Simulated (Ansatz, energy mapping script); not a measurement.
# LuNiO2 in the infinite layer structure: exchange couplings from total energies, part 2 of 3

Aim: the exchange couplings of LuNiO2 in the infinite layer structure from the energies of a few collinear orders, and the ordering temperature that they give.

PBEsol with U = 1.5 eV on Ni d, ortho-atomic projectors; plane waves, U on orthogonalised atomic orbitals unless named otherwise, collinear spin, no spin–orbit coupling.

So far. Step 4 (Order 1: parallel, cell A of 8 atoms): The run ends ferromagnetic.

## 5. Run 2 (compensated +−; cell A, 8 atoms)

This order reverses 2 of the 2 neighbours at 2.99 Å, 2 of the 4 neighbours at 3.85 Å and 4 of the 8 neighbours at 4.87 Å, counted for an average magnetic atom.

Input file input.yaml:

```yaml
crystal:
  lattice:
    - [3.847404254, 0.0, 0.0]
    - [0.0, 3.847404254, 2.987573789]
    - [0.0, -3.847404254, 2.987573789]
  atoms:
    - { symbol: Lu, position: [0.5, 0.5, 0.0] }
    - { symbol: Lu, position: [0.5, 0.0, 0.5] }
    - { symbol: Ni, position: [0.0, 0.0, 0.0], spin: 2.0 }
    - { symbol: Ni, position: [0.0, 0.5, 0.5], spin: -2.0 }
    - { symbol: O, position: [0.5, 0.0, 0.0] }
    - { symbol: O, position: [0.5, 0.5, 0.5] }
    - { symbol: O, position: [0.0, 0.25, 0.75] }
    - { symbol: O, position: [0.0, 0.75, 0.25] }
magnetization:
  spin_polarized: true
kpoints:
  mp_grid: { grid: [8, 7, 7] }
hamiltonian:
  xc: pbesol
  hubbard:
    sites:
      - { species: Ni, l: d, u_eff: 1.5 }
      - { site: 2, l: d, u_eff: 1.5, starting_ns: [{ spin: up, occupation_matrix: ni2_major }, { spin: down, occupation_matrix: ni2_minor }] }
      - { site: 3, l: d, u_eff: 1.5, starting_ns: [{ spin: up, occupation_matrix: ni2_minor }, { spin: down, occupation_matrix: ni2_major }] }
    projectors: ortho-atomic
    occupation_matrices:
      ni2_major:
        matrix:
          - [0.896, 0.0, 0.0, 0.0, 0.0]
          - [0.0, 0.973, 0.0, 0.0, 0.0]
          - [0.0, 0.0, 0.973, 0.0, 0.0]
          - [0.0, 0.0, 0.0, 0.911, 0.0]
          - [0.0, 0.0, 0.0, 0.0, 0.98]
      ni2_minor:
        matrix:
          - [0.85, 0.0, 0.0, 0.0, 0.0]
          - [0.0, 0.965, 0.0, 0.0, 0.0]
          - [0.0, 0.0, 0.965, 0.0, 0.0]
          - [0.0, 0.0, 0.0, 0.236, 0.0]
          - [0.0, 0.0, 0.0, 0.0, 0.975]
scf:
  occupations: { method: fermi_dirac, width: 0.05 }
output:
  eigenvalues: true
  write_density: true
  write_potential: true
  elf: true
  volumetric_format: npy
```

On the command line:

```bash
ansatz run input.yaml --threads 4 --pin off --max-ram 8192MiB --backend cpu --events-out ev --progress --plain --runs-dir out
```

Numbers of over 12 decimals in the logs are rounded to 6 here.

The log of the run:

```text
[...]
Crystal: 8 atoms, lattice volume = 88.447 Å³
Basis set: ecut = 420 eV, 1729 PW (Γ)
Bands: 69, of which v1, the nominal top of the filled ones, is band 55 counted from 1 (54 counted from 0)
Symmetry: 8 space group operations
[...]
k-points: 80 of 392
[...]
Starting moments: Σ|m| = 4 μB on 2 of 8 sites
Starting magnetic order: antiferromagnet; a translation exchanges its spin sublattices: spin-degenerate at every k-point
[...]
SCF iter   1: F=—  HF=-43086.173208 eV  |F-HF|=—  |Δ(HF+E_count)|=         —  Δρ=1.35e-1 (↑1.35e-1 ↓1.35e-1)  dr2=2.77e1  dr2_m=6.67e0  M=0.000 μB ∫|m|=1.395 μB  β_m=0.30  ethr=3.10e-3  ⟨swp⟩=5.2  Hψ=24108  notcnv=0  defer=16
[...]
SCF iter  17: F=-43081.503522 eV  HF=-43081.503522 eV  |F-HF|=1.19e-8  |Δ(HF+E_count)|=   1.75e-8  Δρ=2.34e-6 (↑2.34e-6 ↓2.34e-6)  dr2=1.48e-8  dr2_m=6.07e-11  M=0.000 μB ∫|m|=1.731 μB  ethr=9.09e-11  ⟨swp⟩=2.5  Hψ=18857  notcnv=0
SCF 1 converged in 17 iterations: F = -43081.503522 eV  dr2 = 1.48e-8
[...]
SCF converged after 17 iterations
Magnetization: 0.0000 μB (55.0000 up, 55.0000 down)
Absolute magnetization: 1.7307 μB (∫|ρ↑−ρ↓|, with the PAW one-centre terms)
[...]
Per-site moments (μB) at R_I (Å): [(-4.0115988601732017e-16, 1.004675), (4.0115988601732017e-16, 1.004675), (0.721778, 0.793527), (-0.721778, 0.793527), (0.047875, 0.793527), (-0.047875, 0.793527), (-3.22699343433699e-18, 0.793527), (1.1167193311172626e-17, 0.793527)]
Free energy (F): -43081.503522 eV
[...]
Internal energy: -43081.489893 eV  (E = F + TS)
E sigma→0 (E₀):  -43081.496707 eV
Entropy (-TS):   -0.013629 eV (-1.704 meV/atom)
Fermi energy:    17.288437 eV
[...]
--- Specified on-site occupations, and those of the state reported ---
  electrons in the specified blocks: 17.4480 specified, 17.4879 found
[...]
--- Band table (eV; the first three rows and the last of 160) ---
  k-point 0 ↑: bands = [... 51 lower, 15.2925, 15.6853, 15.9720, 16.2865, 16.5322, 18.1942, 18.3654, 20.0054, ... 10 higher]
  k-point 1 ↑: bands = [... 51 lower, 15.3603, 15.6537, 15.9282, 16.3005, 16.7280, 18.1155, 18.6034, 20.2817, ... 10 higher]
  k-point 2 ↑: bands = [... 51 lower, 15.4776, 15.5610, 15.8030, 16.1208, 17.4954, 18.0145, 19.2524, 20.5510, ... 10 higher]
  k-point 79 ↓: bands = [... 51 lower, 16.2234, 16.2692, 16.3869, 17.3510, 19.1302, 19.4675, 19.8295, 21.0030, ... 10 higher]
Occupation matrices written to <dir>
```

Elapsed: 15 s, on 4 threads of Arm Neoverse V2, shared host; peak memory 1 GiB; 58 s of CPU time.

Spin moment in the sphere by atom:

```
atom  spin moment in the sphere (μB)
 Lu1                           0.000
 Lu2                           0.000
 Ni3                           0.722
 Ni4                          -0.722
  O5                           0.048
  O6                          -0.048
  O7                           0.000
  O8                           0.000
```

The run ends antiferromagnetic, 20.08 meV a magnetic atom below the parallel order of its cell (energies taken at zero occupation width, not the printed F).

Spin density in the ac plane at fractional y = 0.000, with atoms of Lu and Ni and O within 0.2 Å of it.

Ten even steps from '_' (0.0 e/Å³) to '@' (2.7 e/Å³), each cell a mean:
```
++--..__________________..--
..__________________________
____________________________
____________________________
____________________________
____________________________
____________________________
____________________________
____________________________
____________________________
____________________________
____________________________
____________________________
____________________________
____________________________
==::____________________..::
@@**::__________________--##
```
Columns run along a (3.8 Å), rows up along c (4.9 Å). Atoms in or near the plane, at fractional coordinates: Lu at (0.50, 0.50), Ni at (0.00, 0.00), O at (0.50, 0.00).

ELF in the ac plane at fractional y = 0.000, with atoms of Lu and Ni and O within 0.2 Å of it. It is the smooth field of the valence electrons, not physical close to the nuclei.

Values, 17 rows by 14 columns, each cell a mean:
```
0.56 0.46 0.24 0.15 0.51 0.78 0.67 0.55 0.71 0.75 0.36 0.15 0.31 0.49
0.36 0.34 0.22 0.14 0.40 0.75 0.80 0.79 0.80 0.67 0.29 0.15 0.27 0.35
0.19 0.19 0.16 0.13 0.24 0.49 0.65 0.69 0.62 0.41 0.19 0.13 0.18 0.19
0.14 0.14 0.14 0.11 0.11 0.17 0.22 0.24 0.21 0.14 0.10 0.12 0.14 0.14
0.20 0.19 0.14 0.08 0.07 0.12 0.20 0.23 0.18 0.10 0.06 0.09 0.16 0.19
0.23 0.20 0.11 0.07 0.17 0.44 0.61 0.66 0.59 0.35 0.12 0.07 0.14 0.21
0.16 0.13 0.07 0.12 0.45 0.77 0.85 0.86 0.84 0.69 0.33 0.09 0.08 0.14
0.08 0.07 0.06 0.21 0.62 0.85 0.85 0.83 0.86 0.81 0.50 0.13 0.05 0.07
0.07 0.06 0.06 0.22 0.65 0.86 0.84 0.81 0.86 0.82 0.53 0.14 0.05 0.06
0.13 0.10 0.06 0.15 0.52 0.81 0.86 0.86 0.86 0.75 0.40 0.10 0.07 0.11
0.22 0.18 0.10 0.08 0.26 0.58 0.74 0.77 0.71 0.48 0.18 0.07 0.12 0.19
0.22 0.20 0.13 0.07 0.08 0.18 0.30 0.34 0.27 0.14 0.07 0.08 0.16 0.21
0.15 0.15 0.14 0.10 0.08 0.10 0.13 0.15 0.13 0.09 0.08 0.11 0.15 0.15
0.16 0.17 0.15 0.13 0.20 0.40 0.54 0.58 0.51 0.33 0.16 0.13 0.16 0.16
0.28 0.28 0.20 0.14 0.34 0.68 0.79 0.81 0.78 0.59 0.25 0.14 0.24 0.28
0.51 0.43 0.24 0.15 0.48 0.79 0.72 0.64 0.75 0.74 0.35 0.15 0.31 0.46
0.68 0.51 0.23 0.15 0.54 0.77 0.54 0.33 0.61 0.76 0.39 0.14 0.32 0.57
```
Columns run along a (3.8 Å), rows up along c (4.9 Å). Atoms in or near the plane, at fractional coordinates: Lu at (0.50, 0.50), Ni at (0.00, 0.00), O at (0.50, 0.00).

## 6. The same order with other settings

The input is changed once more, to see how this run answers a poor choice.

Changes to input.yaml since step 5:

```diff
@@ -43,7 +43,4 @@
   occupations: { method: fermi_dirac, width: 0.05 }
+  max_iter: 5
 output:
   eigenvalues: true
-  write_density: true
-  write_potential: true
-  elf: true
-  volumetric_format: npy
```

The log of the run:

```text
Engine: ansatz 0.2.0, aarch64-unknown-linux-gnu
Pseudopotentials: kind: paw
Pseudopotential: Lu, paw, valence charge 25, recommended cutoff 420 eV (normal), Lu.paw.azcp
Pseudopotential: Ni, paw, valence charge 18, recommended cutoff 420 eV (normal), Ni.paw.azcp
Pseudopotential: O, paw, valence charge 6, recommended cutoff 420 eV (normal), O.paw.azcp
Functional definition: PBEsol
  exchange = pbesol_x
  correlation = pbesol_c
Crystal: 8 atoms, lattice volume = 88.447 Å³
Basis set: ecut = 420 eV, 1729 PW (Γ)
Bands: 69, of which v1, the nominal top of the filled ones, is band 55 counted from 1 (54 counted from 0)
Symmetry: 8 space group operations
Space group: Cmmm (ITA 65), of the structure as read, at distance tolerance 4.5e-5 Å
Magnetic group: BNS 65.489 (UNI 587), of the structure as read, at distance tolerance 4.5e-5 Å
k-points: 80 of 392
Non-local potential: Lu, projectors of the file, l = 0: 3, l = 1: 2, l = 2: 2, l = 3: 3
Non-local potential: Ni, projectors of the file, l = 0: 3, l = 1: 2, l = 2: 3, l = 3: 1
Non-local potential: O, projectors of the file, l = 0: 2, l = 1: 2, l = 2: 1
[...]
SCF iter   3: F=—  HF=-43081.791995 eV  |F-HF|=—  |Δ(HF+E_count)|=   5.82e-1  Δρ=4.53e-2 (↑4.53e-2 ↓4.53e-2)  dr2=1.77e0  dr2_m=1.16e0  M=0.000 μB ∫|m|=1.722 μB  β_m=0.30  ethr=3.10e-3  ⟨swp⟩=11.1  Hψ=68382  notcnv=0
SCF iter   4: F=—  HF=-43081.457902 eV  |F-HF|=—  |Δ(HF+E_count)|=   3.34e-1  Δρ=2.80e-2 (↑2.80e-2 ↓2.80e-2)  dr2=4.06e-1  dr2_m=5.15e-1  M=0.000 μB ∫|m|=1.786 μB  β_m=0.30  ethr=1.61e-3  ⟨swp⟩=9.4  Hψ=57745  notcnv=0
SCF iter   5: F=—  HF=-43081.410524 eV  |F-HF|=—  |Δ(HF+E_count)|=   4.74e-2  Δρ=1.85e-2 (↑1.85e-2 ↓1.85e-2)  dr2=7.31e-2  dr2_m=2.35e-1  M=0.000 μB ∫|m|=1.827 μB  β_m=1.00  ethr=3.69e-4  ⟨swp⟩=9.6  Hψ=59882  notcnv=0
Occupation matrices written to <dir>
Error: did not converge after 5 iterations: onsite_residual = 2.53e-1 (threshold 1.00e-7), under the density mixer `msr1`, which `scf.mixing.algorithm: auto` chose by the deck's other keys (type `scf.mixing.algorithm: msr1` to keep it); raise `scf.max_iter`, which need not help a stalled SCF, or adjust the mixing (`scf.mixing`) or, under a smearing, its width (`scf.occupations.width`, in either direction: another width is another result); this SCF holds its density and magnetisation to the symmetry operations that it keeps, and cannot end on a state that breaks one of them: if the state sought breaks one, re-run with `crystal.symmetry.detect: [rest of the remark cut]
```

The job ended after 12 s (4 threads; peak memory 0.99 GiB).

No converged result was reached; the numbers in the log don't describe the system.

The program's message: “Error: did not converge after 5 iterations: onsite_residual = 2.53e-1 (threshold 1.00e-7), under the density mixer `msr1`, which `scf.mixing.algorithm: auto` chose by the deck's other keys (type `scf. …”

The fault put into the input: too few SCF iterations (scf.max_iter = 5).

## 7. Parallel start in cell B (8 atoms)

The parallel order again, as the reference for this cell.

This run holds the same structure in another cell (a 3.847 → 2.988 Å, b 4.871 → 5.441 Å, c 4.871 → 5.441 Å, α 104.3 → 90.0°).

Input file input.yaml:

```yaml
crystal:
  lattice:
    - [0.0, 0.0, -2.987573789]
    - [3.847404254, 3.847404254, 0.0]
    - [3.847404254, -3.847404254, 0.0]
  atoms:
    - { symbol: Lu, position: [0.5, 0.5, 0.0] }
    - { symbol: Lu, position: [0.5, 0.0, 0.5] }
    - { symbol: Ni, position: [0.0, 0.0, 0.0], spin: 2.0 }
    - { symbol: Ni, position: [0.0, 0.5, 0.5], spin: 2.0 }
    - { symbol: O, position: [0.0, 0.25, 0.25] }
    - { symbol: O, position: [0.0, 0.75, 0.75] }
    - { symbol: O, position: [0.0, 0.25, 0.75] }
    - { symbol: O, position: [0.0, 0.75, 0.25] }
magnetization:
  spin_polarized: true
kpoints:
  mp_grid: { grid: [11, 6, 6] }
hamiltonian:
  xc: pbesol
  hubbard:
    sites:
      - { species: Ni, l: d, u_eff: 1.5 }
      - { site: 2, l: d, u_eff: 1.5, starting_ns: [{ spin: up, occupation_matrix: ni2_major }, { spin: down, occupation_matrix: ni2_minor }] }
      - { site: 3, l: d, u_eff: 1.5, starting_ns: [{ spin: up, occupation_matrix: ni2_major }, { spin: down, occupation_matrix: ni2_minor }] }
    projectors: ortho-atomic
    occupation_matrices:
      ni2_major:
        matrix:
          - [0.896, 0.0, 0.0, 0.0, 0.0]
          - [0.0, 0.973, 0.0, 0.0, 0.0]
          - [0.0, 0.0, 0.973, 0.0, 0.0]
          - [0.0, 0.0, 0.0, 0.911, 0.0]
          - [0.0, 0.0, 0.0, 0.0, 0.98]
      ni2_minor:
        matrix:
          - [0.85, 0.0, 0.0, 0.0, 0.0]
          - [0.0, 0.965, 0.0, 0.0, 0.0]
          - [0.0, 0.0, 0.965, 0.0, 0.0]
          - [0.0, 0.0, 0.0, 0.236, 0.0]
          - [0.0, 0.0, 0.0, 0.0, 0.975]
scf:
  occupations: { method: fermi_dirac, width: 0.05 }
output:
  eigenvalues: true
```

The log of the run:

```text
[...]
Crystal: 8 atoms, lattice volume = 88.447 Å³
Basis set: ecut = 420 eV, 1717 PW (Γ)
Bands: 69, of which v1, the nominal top of the filled ones, is band 55 counted from 1 (54 counted from 0)
Symmetry: 32 space group operations
[...]
k-points: 60 of 396
[...]
Starting moments: Σ|m| = 4 μB on 2 of 8 sites
[...]
k-point 1 ↑: bands = [... 51 lower, 15.0560, 15.2568, 15.8767, 15.9141, 16.6122, 18.1693, 18.5329, 19.0094, ... 10 higher]
  k-point 2 ↑: bands = [... 51 lower, 15.3606, 15.6791, 15.7872, 15.8049, 17.1154, 17.4942, 18.4231, 19.3732, ... 10 higher]
  k-point 59 ↓: bands = [... 51 lower, 16.0400, 16.5267, 16.5267, 18.4764, 18.4764, 20.0907, 20.0907, 20.7763, ... 10 higher]
Occupation matrices written to <dir>
[key lines of the parts left out:]
SCF converged after 17 iterations
Magnetization: 1.6561 μB (55.8280 up, 54.1720 down)
Free energy (F): -43081.464681 eV
Fermi energy:    17.471792 eV
```

The job ended after 18 s (4 threads; peak memory 0.91 GiB; 71 s of CPU time).

The run ends ferromagnetic. For each magnetic atom its energy differs from the parallel run of the first cell by -1.34 meV, an error that one common reference would have brought in.

## 8. Order 4: compensated +−, cell B of 8 atoms

This order reverses 0 of the 2 neighbours at 2.99 Å, 4 of the 4 neighbours at 3.85 Å and 8 of the 8 neighbours at 4.87 Å, counted for an average magnetic atom.

Changes to input.yaml since step 7:

```diff
@@ -9,3 +9,3 @@
     - { symbol: Ni, position: [0.0, 0.0, 0.0], spin: 2.0 }
-    - { symbol: Ni, position: [0.0, 0.5, 0.5], spin: 2.0 }
+    - { symbol: Ni, position: [0.0, 0.5, 0.5], spin: -2.0 }
     - { symbol: O, position: [0.0, 0.25, 0.25] }
@@ -24,3 +24,3 @@
       - { site: 2, l: d, u_eff: 1.5, starting_ns: [{ spin: up, occupation_matrix: ni2_major }, { spin: down, occupation_matrix: ni2_minor }] }
-      - { site: 3, l: d, u_eff: 1.5, starting_ns: [{ spin: up, occupation_matrix: ni2_major }, { spin: down, occupation_matrix: ni2_minor }] }
+      - { site: 3, l: d, u_eff: 1.5, starting_ns: [{ spin: up, occupation_matrix: ni2_minor }, { spin: down, occupation_matrix: ni2_major }] }
     projectors: ortho-atomic
```

The log of the run:

```text
[...]
Crystal: 8 atoms, lattice volume = 88.447 Å³
Basis set: ecut = 420 eV, 1717 PW (Γ)
Bands: 69, of which v1, the nominal top of the filled ones, is band 55 counted from 1 (54 counted from 0)
Symmetry: 16 space group operations
[...]
k-points: 60 of 396
[...]
Starting moments: Σ|m| = 4 μB on 2 of 8 sites
[...]
k-point 1 ↑: bands = [... 51 lower, 15.7196, 16.2057, 16.2959, 16.3333, 16.6149, 18.6747, 18.9711, 19.6853, ... 10 higher]
  k-point 2 ↑: bands = [... 51 lower, 15.5984, 16.1389, 16.2626, 16.6339, 17.1219, 18.3889, 19.2325, 19.4739, ... 10 higher]
  k-point 59 ↓: bands = [... 51 lower, 15.9340, 15.9340, 15.9800, 17.1693, 18.6164, 20.0343, 20.1695, 20.7233, ... 10 higher]
Occupation matrices written to <dir>
[key lines of the parts left out:]
SCF converged after 16 iterations
Magnetization: 0.0000 μB (55.0000 up, 55.0000 down)
Free energy (F): -43081.596940 eV
Fermi energy:    17.077328 eV
```

Elapsed: 9.3 s, on 4 threads; peak memory 0.88 GiB; 35 s of CPU time.

The run ends antiferromagnetic, 66.04 meV a magnetic atom below the parallel order of its cell (energies taken at zero occupation width, not the printed F).

## 9. Run 5 (parallel; cell C, 8 atoms)

The parallel order again, as the reference for this cell.

This run holds the same structure in another cell (a 2.988 → 3.847 Å, b 5.441 → 3.847 Å, c 5.441 → 5.975 Å).

Input file input.yaml:

```yaml
crystal:
  lattice:
    - [3.847404254, 0.0, 0.0]
    - [0.0, 3.847404254, 0.0]
    - [0.0, 0.0, 5.975147578]
  atoms:
    - { symbol: Lu, position: [0.5, 0.5, 0.25] }
    - { symbol: Lu, position: [0.5, 0.5, 0.75] }
    - { symbol: Ni, position: [0.0, 0.0, 0.0], spin: 2.0 }
    - { symbol: Ni, position: [0.0, 0.0, 0.5], spin: 2.0 }
    - { symbol: O, position: [0.5, 0.0, 0.0] }
    - { symbol: O, position: [0.5, 0.0, 0.5] }
    - { symbol: O, position: [0.0, 0.5, 0.0] }
    - { symbol: O, position: [0.0, 0.5, 0.5] }
magnetization:
  spin_polarized: true
kpoints:
  mp_grid: { grid: [8, 8, 6] }
hamiltonian:
  xc: pbesol
  hubbard:
    sites:
      - { species: Ni, l: d, u_eff: 1.5 }
      - { site: 2, l: d, u_eff: 1.5, starting_ns: [{ spin: up, occupation_matrix: ni2_major }, { spin: down, occupation_matrix: ni2_minor }] }
      - { site: 3, l: d, u_eff: 1.5, starting_ns: [{ spin: up, occupation_matrix: ni2_major }, { spin: down, occupation_matrix: ni2_minor }] }
    projectors: ortho-atomic
    occupation_matrices:
      ni2_major:
        matrix:
          - [0.896, 0.0, 0.0, 0.0, 0.0]
          - [0.0, 0.973, 0.0, 0.0, 0.0]
          - [0.0, 0.0, 0.973, 0.0, 0.0]
          - [0.0, 0.0, 0.0, 0.911, 0.0]
          - [0.0, 0.0, 0.0, 0.0, 0.98]
      ni2_minor:
        matrix:
          - [0.85, 0.0, 0.0, 0.0, 0.0]
          - [0.0, 0.965, 0.0, 0.0, 0.0]
          - [0.0, 0.0, 0.965, 0.0, 0.0]
          - [0.0, 0.0, 0.0, 0.236, 0.0]
          - [0.0, 0.0, 0.0, 0.0, 0.975]
scf:
  occupations: { method: fermi_dirac, width: 0.05 }
output:
  eigenvalues: true
```

The log of the run:

```text
[...]
Crystal: 8 atoms, lattice volume = 88.447 Å³
Basis set: ecut = 420 eV, 1739 PW (Γ)
Bands: 69, of which v1, the nominal top of the filled ones, is band 55 counted from 1 (54 counted from 0)
Symmetry: 32 space group operations
[...]
k-points: 60 of 384
[...]
Starting moments: Σ|m| = 4 μB on 2 of 8 sites
[...]
k-point 1 ↑: bands = [... 51 lower, 14.5896, 14.6357, 14.8359, 14.8359, 15.6022, 16.6728, 18.3649, 20.3790, ... 10 higher]
  k-point 2 ↑: bands = [... 51 lower, 14.6076, 14.6297, 14.7455, 14.7455, 15.3429, 17.5230, 18.9045, 19.6386, ... 10 higher]
  k-point 59 ↓: bands = [... 51 lower, 16.3418, 16.3418, 16.3418, 19.4209, 19.4209, 20.4605, 20.4605, 20.9278, ... 10 higher]
Occupation matrices written to <dir>
[key lines of the parts left out:]
SCF converged after 21 iterations
Magnetization: 1.7250 μB (55.8625 up, 54.1375 down)
Free energy (F): -43081.464501 eV
Fermi energy:    17.432814 eV
```

It took 23 s on 4 threads; peak memory 0.91 GiB; 88 s of CPU time.

The run ends ferromagnetic. For each magnetic atom its energy differs from the parallel run of the first cell by -1.93 meV, an error that one common reference would have brought in.

## 10. Run 6 (compensated +−; cell C, 8 atoms)

This order reverses 2 of the 2 neighbours at 2.99 Å, 0 of the 4 neighbours at 3.85 Å and 8 of the 8 neighbours at 4.87 Å, counted for an average magnetic atom.

Changes to input.yaml since step 9:

```diff
@@ -9,3 +9,3 @@
     - { symbol: Ni, position: [0.0, 0.0, 0.0], spin: 2.0 }
-    - { symbol: Ni, position: [0.0, 0.0, 0.5], spin: 2.0 }
+    - { symbol: Ni, position: [0.0, 0.0, 0.5], spin: -2.0 }
     - { symbol: O, position: [0.5, 0.0, 0.0] }
@@ -24,3 +24,3 @@
       - { site: 2, l: d, u_eff: 1.5, starting_ns: [{ spin: up, occupation_matrix: ni2_major }, { spin: down, occupation_matrix: ni2_minor }] }
-      - { site: 3, l: d, u_eff: 1.5, starting_ns: [{ spin: up, occupation_matrix: ni2_major }, { spin: down, occupation_matrix: ni2_minor }] }
+      - { site: 3, l: d, u_eff: 1.5, starting_ns: [{ spin: up, occupation_matrix: ni2_minor }, { spin: down, occupation_matrix: ni2_major }] }
     projectors: ortho-atomic
```

The log of the run:

```text
[...]
Crystal: 8 atoms, lattice volume = 88.447 Å³
Basis set: ecut = 420 eV, 1739 PW (Γ)
Bands: 69, of which v1, the nominal top of the filled ones, is band 55 counted from 1 (54 counted from 0)
Symmetry: 16 space group operations
[...]
k-points: 60 of 384
[...]
Starting moments: Σ|m| = 4 μB on 2 of 8 sites
[...]
k-point 1 ↑: bands = [... 51 lower, 14.6089, 15.2354, 15.2354, 15.9876, 16.7448, 17.5186, 18.4990, 20.3855, ... 10 higher]
  k-point 2 ↑: bands = [... 51 lower, 14.6694, 15.1825, 15.1825, 15.7689, 17.5246, 17.5757, 18.9857, 19.6797, ... 10 higher]
  k-point 59 ↓: bands = [... 51 lower, 16.0351, 16.3506, 16.3506, 18.4501, 19.1799, 19.4311, 20.4694, 20.9257, ... 10 higher]
Occupation matrices written to <dir>
[key lines of the parts left out:]
SCF converged after 16 iterations
Magnetization: 0.0000 μB (55.0000 up, 55.0000 down)
Free energy (F): -43081.467569 eV
Fermi energy:    17.431769 eV
```

It took 9.5 s on 4 threads; peak memory 0.87 GiB.

The run ends antiferromagnetic, 1.55 meV a magnetic atom below the parallel order of its cell (energies taken at zero occupation width, not the printed F).

[end of part 2 of 3]

[Logs and program files are shortened in this print: banners, set-up blocks, solver, clock and traceback lines can be left out without a mark of their own.]

[Logs are printed without paths, hosts, clocks, repeated set-up lines and the standing remarks that a program may print on its own settings, such as how far it seeks lower states.]

[Hosts, paths, dates, database ids (printed as entryN), source tags and the programs' standing remarks are cut or masked in the printed files.]

[Where a cell is said to come from a database of computed structures, the database is the Materials Project.]
